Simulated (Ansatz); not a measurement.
**Debugging a many-body input for KCl (Sylvite)**

Aim: the G0W0 gap of KCl (Sylvite). The first input has a fault.

Method: G0W0 on PBE, plane waves, PAW, in Ansatz 0.2.0.

## Step 1: The starting structure

The structure is cubic, space group Fm-3m (No. 225). The conventional cell has a = 6.293 Å, b = 6.293 Å, c = 6.293 Å, α = 90.00°, β = 90.00°, γ = 90.00°. Nearest to K lie 6 Cl at 3.15 Å. Cl has 6 K at 3.15 Å nearest. Farther neighbours and most contacts between anions are not listed.

The cell and positions come from the Crystallography Open Database and are kept as given unless a step says otherwise. The default PAW set here is soft_2. Its files were made with PBE.

## Step 2: First try

File input.yaml:

```yaml
crystal:
  lattice:
    - [0.0, 3.14647, 3.14647]
    - [3.14647, 0.0, 3.14647]
    - [3.14647, 3.14647, 0.0]
  atoms:
    - { symbol: K, position: [0.0, 0.0, 0.0] }
    - { symbol: Cl, position: [0.5, 0.5, 0.5] }
kpoints:
  mp_grid: { grid: [4, 4, 4] }
hamiltonian:
  xc: pbe
scf:
  occupations: { method: fixed }
gw:
  n_empty_bands: 4
  ecut_chi: 40
  qp_bands: [v2, c2]
  qp_kpoints: band_edges
  screening: { model: contour_deformation }
```

The run is started by

```
$ ansatz run input.yaml --threads 3 --pin off --max-ram 92160MiB --backend cuda --events-out ev --progress --plain --runs-dir out --devices 1 --max-vram 13GiB
```

Numbers of over 12 decimals in the logs are rounded to 6 here.

The log of the run:

```text
GPUs: using 1 of 1 available (devices: 1).
Engine: ansatz 0.2.0, x86_64-unknown-linux-gnu
Pseudopotentials: kind: paw
Pseudopotential: K, paw, valence charge 9, recommended cutoff 420 eV (normal), K.paw.azcp
Pseudopotential: Cl, paw, valence charge 7, recommended cutoff 420 eV (normal), Cl.paw.azcp
Functional definition: PBE
  parameter kappa = 0.804
  parameter beta = 0.066725
  exchange = pbe_x(kappa = kappa, mu = beta*pi^2/3)
  correlation = pbe_c(beta = beta)
device memory: the entry about to start is reckoned to put 0.8 GiB on a device that reports 57.3 GiB free (of which the cap on the GPU budget leaves the run 13.0 GiB)
GPU FFT provider: cuFFT
GPU libraries: cuBLAS 13.8.2, cuFFT 12.4.0, cuSOLVER 12.3.4
Crystal: 2 atoms, lattice volume = 62.302 Å³
Basis set: ecut = 420 eV, 1243 PW (Γ)
Bands: 12, of which v1, the nominal top of the filled ones, is band 8 counted from 1 (7 counted from 0)
Symmetry: 48 space group operations
Space group: Fm-3m (ITA 225), of the structure as read, at distance tolerance 4.0e-5 Å
k-points: 8 of 64
Non-local potential: K, projectors of the file, l = 0: 3, l = 1: 2, l = 2: 2
Non-local potential: Cl, projectors of the file, l = 0: 2, l = 1: 2, l = 2: 2
PAW form: soft (Blöchl's): semilocal exchange-correlation on the pseudo side does not see the compensation charge
PAW one-centre angular grid: K, 110 points (default); XC on 64 Gauss nodes
PAW one-centre angular grid: Cl, 110 points (default); XC on 64 Gauss nodes
Initial density: superposition of atomic densities (neutral atoms: chi_scale 0, normalization atom), corrected by the library's trained network
Initial wavefunctions: pseudopotential atomic-orbital guess
GPU buffer pool allocated for 27000 grid points (all kernels)
GPU transforms: local potential and band sums: pruned to the plane-wave sphere, on 30×30×30
Functional: x = pbe(κ = 0.804, μ = 0.219515), c = pbe(β = 0.066725)
SCF iter   1: F=—  HF=-2621.220130 eV  |F-HF|=—  |Δ(HF+E_count)|=         —  Δρ=2.11e-4  dr2=1.54e-5  ethr=1.77e-3  ⟨swp⟩=4.4  Hψ=520  notcnv=0  defer=12
preconditioner: auto → none  [insulator: Δε(μ)=5.182 eV  Ē_g=15.281 eV  n_scr=14 (ndim 8)  ℏωp=17.6 eV  f_vac=0.081  ε∞_Penn≈2.3]
SCF iter   2: F=—  HF=-2621.219890 eV  |F-HF|=—  |Δ(HF+E_count)|=   2.40e-4  Δρ=2.71e-4  dr2=6.80e-5  ethr=9.63e-8  ⟨swp⟩=3.4  Hψ=295  notcnv=0  defer=13
SCF iter   3: F=—  HF=-2621.219875 eV  |F-HF|=—  |Δ(HF+E_count)|=   1.44e-5  Δρ=1.55e-4  dr2=2.10e-5  ethr=9.63e-8  ⟨swp⟩=2.0  Hψ=128  notcnv=0  defer=13
SCF iter   4: F=—  HF=-2621.219873 eV  |F-HF|=—  |Δ(HF+E_count)|=   2.09e-6  Δρ=5.52e-5  dr2=2.56e-6  ethr=9.63e-8  ⟨swp⟩=2.0  Hψ=152  notcnv=0  defer=14
SCF iter   5: F=—  HF=-2621.219872 eV  |F-HF|=—  |Δ(HF+E_count)|=   6.82e-7  Δρ=2.19e-5  dr2=3.97e-7  ethr=1.60e-8  ⟨swp⟩=2.0  Hψ=117  notcnv=0  defer=14
SCF iter   6: F=-2621.219872 eV  HF=-2621.219872 eV  |F-HF|=3.07e-8  |Δ(HF+E_count)|=   1.20e-7  Δρ=6.80e-6  dr2=3.83e-8  ethr=6.25e-10  ⟨swp⟩=4.4  Hψ=435  notcnv=0
SCF 1 converged in 6 iterations: F = -2621.219872 eV  dr2 = 3.83e-8
[...]
device memory: the entry about to start is reckoned to put 1.2 GiB on a device that reports 57.3 GiB free (of which the cap on the GPU budget leaves the run 13.0 GiB)
NSCF: frozen V_eff on 8 k-points
[...]
device memory: the entry about to start is reckoned to put 0.8 GiB on a device that reports 57.7 GiB free (of which the cap on the GPU budget leaves the run 13.0 GiB)
NSCF: frozen V_eff on 8 k-points
G₀W₀ screening: q 1/8
[... further progress lines ...]
device memory: the entry about to start is reckoned to put 0.3 GiB on a device that reports 59.3 GiB free (of which the cap on the GPU budget leaves the run 13.0 GiB)
NSCF: frozen V_eff on 1 k-points
SCF converged after 6 iterations
Free energy (F): -2621.219872 eV
Harris-Foulkes:  -2621.219872 eV  (|F-HF|=3.07e-8)
Internal energy: -2621.219872 eV  (E = F + TS)
E sigma→0 (E₀):  -2621.219872 eV
Fermi energy:    0.853681 eV
--- Per-component energies (eV) ---
  E_band       = -131.537324
  E_kinetic    = 416.295583
  E_local      = -835.243276  (includes V_loc(G=0)·N_el)
  E_nonlocal   = 41.058505
  E_hartree    = 280.134008
  E_xc         = -243.261756
  E_vxc        = -288.141458  (∫ρ·V_xc dr)
  E_paw        = -1441.182376  (= ΣΔE_a)
  E_vpaw       = -25.772280  (= ΣTr[D̂ρ^β])
  E_aug_tail   = 0.000085  (compensation charges beyond the density's cutoff)
  E_ewald      = -839.020646
  E_smearing   = -0.000000  (= −TS)
  E_closure    = 0.000000  (closes the sum)
  Σ components = -2621.219872   (vs F -2621.219872, Δ=0.00e0)
--- Band table (eV; the first three rows and the last of 8) ---
  k-point 0: bands = [... 4 lower, -9.7997, 0.8537, 0.8537, 0.8537, 6.0426, 9.2168, 9.2168, 9.2168]
  k-point 1: bands = [... 4 lower, -9.6738, 0.2677, 0.6853, 0.6853, 7.2988, 9.0094, 9.9621, 9.9621]
  k-point 2: bands = [... 4 lower, -9.5596, -0.1989, 0.5285, 0.5285, 8.4347, 9.4560, 11.3516, 11.3516]
  k-point 7: bands = [... 4 lower, -9.7107, 0.3673, 0.3817, 0.3817, 8.8818, 8.8818, 10.2917, 10.7063]
--- G₀W₀: contour deformation, 5 samples at zero and on the imaginary axis and 2 off it, 64 q-points, 4 empty bands' worth ---
  eigenvalues of the whole cell's RPA ε∞ on this k-mesh (on a slab, of 1 + 4πα/V) = 1.8943, 1.8943, 1.8943; static W/v taken at q = 0 is 0.527895
  bands read: the sum over 12 bands ends inside a degenerate multiplet in 1 slot, whose members it reads at an even weight; the widest, k=3: bands 12 to 13 (counted from 1) at 1/2 each
  gw.qp_kpoints: band_edges: 8 of 8 stored k-points solved, in 1 pass; an edge of the gap read off the rows below is read off those points alone
  `?` marks the rows in doubt; gw_qp.tsv's column doubts and the gw_qp event give each row's grounds
    ik  band        ε_KS         Σx   Σc(E_QP)       V_xc       Z   E_QP_lin       E_QP  E_QP is
     0     7      0.8537   -20.8086     2.9018   -16.3627  0.8276    -0.7296    -0.6904  root
     0     8      0.8537   -20.8086     2.9018   -16.3627  0.8276    -0.7296    -0.6904  root
     0     9      6.0426    -4.2173    -1.7387    -7.9235  0.8903     8.0469     8.0101  root
     0    10      9.2168    -4.2390    -1.7095    -9.1828  0.8994    12.5783    12.4510  root ?
     1     7      0.6853   -20.4939     2.9110   -16.0092  0.8257    -0.9301    -0.8883  root
     1     8      0.6853   -20.4939     2.9110   -16.0092  0.8257    -0.9301    -0.8883  root
     1     9      7.2988    -4.8886    -1.7238    -8.7549  0.8862     9.4904     9.4412  root
     1    10      9.0094    -4.2258    -1.7428    -8.8044  0.8910    11.9484    11.8451  root ?
     2     7      0.5285   -20.2341     2.9263   -15.7049  0.8238    -1.1191    -1.0744  root
     2     8      0.5285   -20.2341     2.9263   -15.7049  0.8238    -1.1191    -1.0744  root
     2     9      8.4347    -3.7763    -1.6822    -7.5987  0.8907    10.6263    10.5748  root
     2    10      9.4560    -5.6962    -1.9864   -10.4366  0.8704    12.3358    12.2099  root ?
     3     7      0.7244   -20.6288     2.9062   -16.1393  0.8265    -0.9009    -0.8588  root
     3     8      0.7244   -20.6288     2.9062   -16.1393  0.8265    -0.9009    -0.8588  root
     3     9      7.4981    -4.8466    -1.7271    -8.8575  0.8876     9.8388     9.7818  root
     3    10      8.0938    -3.5355    -1.7226    -7.8844  0.8941    10.7964    10.7201  root
     4     7      0.4560   -20.1759     2.9201   -15.6122  0.8240    -1.2349    -1.1876  root
[...]
6    10      9.1919    -4.4950    -1.6081    -9.0146  0.9020    12.1989    12.1034  root
     7     7      0.3817   -20.1252     2.9148   -15.5257  0.8240    -1.3532    -1.3030  root
     7     8      0.3817   -20.1252     2.9148   -15.5257  0.8240    -1.3532    -1.3030  root
     7     9      8.8818    -4.2775    -1.7895    -8.6986  0.8856    11.6040    11.5135  root
     7    10      8.8818    -4.2775    -1.7895    -8.6986  0.8856    11.6040    11.5135  root
```

Elapsed: 4.9 s, on 1 × NVIDIA H100 80GB HBM3 (shared by 6 runs) with 3 threads of AMD EPYC 7R13 (Zen 3), shared host; peak memory 0.98 GiB.

The column dr2 measures how far the density is from self-consistency, as an energy; F and HF (Harris–Foulkes) agree once it is small.

**Diagnosis.**

The run ended normally, though the input holds a fault or crude settings.

The fault: four empty bands in G0W0. The sums over empty states are cut off almost at the gap, so screening and correlation are far from complete.

It printed a gap of 8.70 eV, which is an artefact of the settings.

## Step 3: A better input

Now the one-shot GW correction: screening in the RPA, then the self-energy of the levels asked for.

input.yaml: that of step 2 with these lines changed.

```diff
@@ -15,4 +15,4 @@
 gw:
-  n_empty_bands: 4
-  ecut_chi: 40
+  n_empty_bands: 185
+  ecut_chi: 120
   qp_bands: [v2, c2]
```

The log of the run:

```text
GPUs: using 1 of 1 available (devices: 1).
[...]
GPU FFT provider: cuFFT
GPU libraries: cuBLAS 13.8.2, cuFFT 12.4.0, cuSOLVER 12.3.4
Crystal: 2 atoms, lattice volume = 62.302 Å³
Basis set: ecut = 420 eV, 1243 PW (Γ)
Bands: 12, of which v1, the nominal top of the filled ones, is band 8 counted from 1 (7 counted from 0)
Symmetry: 48 space group operations
[...]
k-points: 8 of 64
[...]
GPU buffer pool allocated for 27000 grid points (all kernels)
[...]
SCF iter   1: F=—  HF=-2621.220130 eV  |F-HF|=—  |Δ(HF+E_count)|=         —  Δρ=2.11e-4  dr2=1.54e-5  ethr=1.77e-3  ⟨swp⟩=4.4  Hψ=520  notcnv=0  defer=12
[...]
SCF iter   6: F=-2621.219872 eV  HF=-2621.219872 eV  |F-HF|=3.07e-8  |Δ(HF+E_count)|=   1.20e-7  Δρ=6.80e-6  dr2=3.83e-8  ethr=6.25e-10  ⟨swp⟩=4.4  Hψ=435  notcnv=0
SCF 1 converged in 6 iterations: F = -2621.219872 eV  dr2 = 3.83e-8
[...]
0     7      0.8537   -20.8086     2.4583   -16.3627  0.8008    -1.1828    -1.1340  root
     0     8      0.8537   -20.8086     2.4583   -16.3627  0.8008    -1.1828    -1.1340  root
     0     9      6.0426    -4.2173    -3.0044    -7.9235  0.8683     6.7479     6.7444  root
     0    10      9.2168    -4.2390    -3.3558    -9.1828  0.8604    10.8274    10.8047  root
     1     7      0.6853   -20.4939     2.4760   -16.0092  0.8003    -1.3747    -1.3233  root
     1     8      0.6853   -20.4939     2.4760   -16.0092  0.8003    -1.3747    -1.3233  root
     1     9      7.2988    -4.8886    -3.0689    -8.7549  0.8608     8.1011     8.0962  root
     1    10      9.0094    -4.2258    -3.2648    -8.8044  0.8579    10.3390    10.3231  root
[...]
7     7      0.3817   -20.1252     2.5203   -15.5257  0.8009    -1.7552    -1.6976  root
     7     8      0.3817   -20.1252     2.5203   -15.5257  0.8009    -1.7552    -1.6976  root
     7     9      8.8818    -4.2775    -3.2159    -8.6986  0.8568    10.1004    10.0870  root
     7    10      8.8818    -4.2775    -3.2159    -8.6986  0.8568    10.1004    10.0870  root
[key lines of the parts left out:]
SCF converged after 6 iterations
Free energy (F): -2621.219872 eV
Fermi energy:    0.853681 eV
```

Run time: 12 s. Hardware: 1 × NVIDIA H100 80GB HBM3 (shared by 6 runs) with 3 threads; peak memory 1.1 GiB.

Numbers from this step:

```
bands summed                                 : 193
RPA ε∞ on this mesh (eigenvalues)            : 2.174, 2.174, 2.174
plane waves in the screening matrix          : 169
q-points in the mesh                         : 64
G0W0 gap on the mesh                         : 7.878 eV
k of the valence top                         : 0, 0, 0
k of the conduction bottom                   : 0, 0, 0
starting gap on the mesh                     : 5.189 eV
Z at the valence top                         : 0.8008
Z at the conduction bottom                   : 0.8683
least direct G0W0 gap on the computed points : 7.878 eV
```

The gap on the mesh goes from 5.19 eV to 7.88 eV, a correction of +2.69 eV. Between the two edge states, bare exchange in place of the xc potential would open the gap by 8.15 eV, and correlation takes back 5.46 eV.

## Step 4: What came out

```json
{
 "first try": "converged after 4.9 s",
 "better run": "G0W0 gap on the mesh 7.88 eV (4×4×4 mesh, 185 empty bands, screening to 120 eV)"
}
```

The second run differs in: empty bands and screening cutoff (eV). Bands and cutoff are finite, so the gap is not at the basis limit. The miss can reach some tenths of an eV and take either sign; the mesh is an error of its own.

[Paths, hosts, dates, memory and timing lines, banners, echoed tables and standing remarks are left out of the program output.]

[Logs are printed without paths, hosts, clocks, repeated set-up lines and the standing remarks that a program may print on its own settings, such as how far it seeks lower states.]

[Runs of the session that timed out or met a known fault of the program may be left out.]

[Cells called generated may have been cut or substituted from an entry of the Crystallography Open Database or the Materials Project.]

[Hosts, paths, dates, database ids (printed as entryN), source tags and the programs' standing remarks are cut or masked in the printed files.]
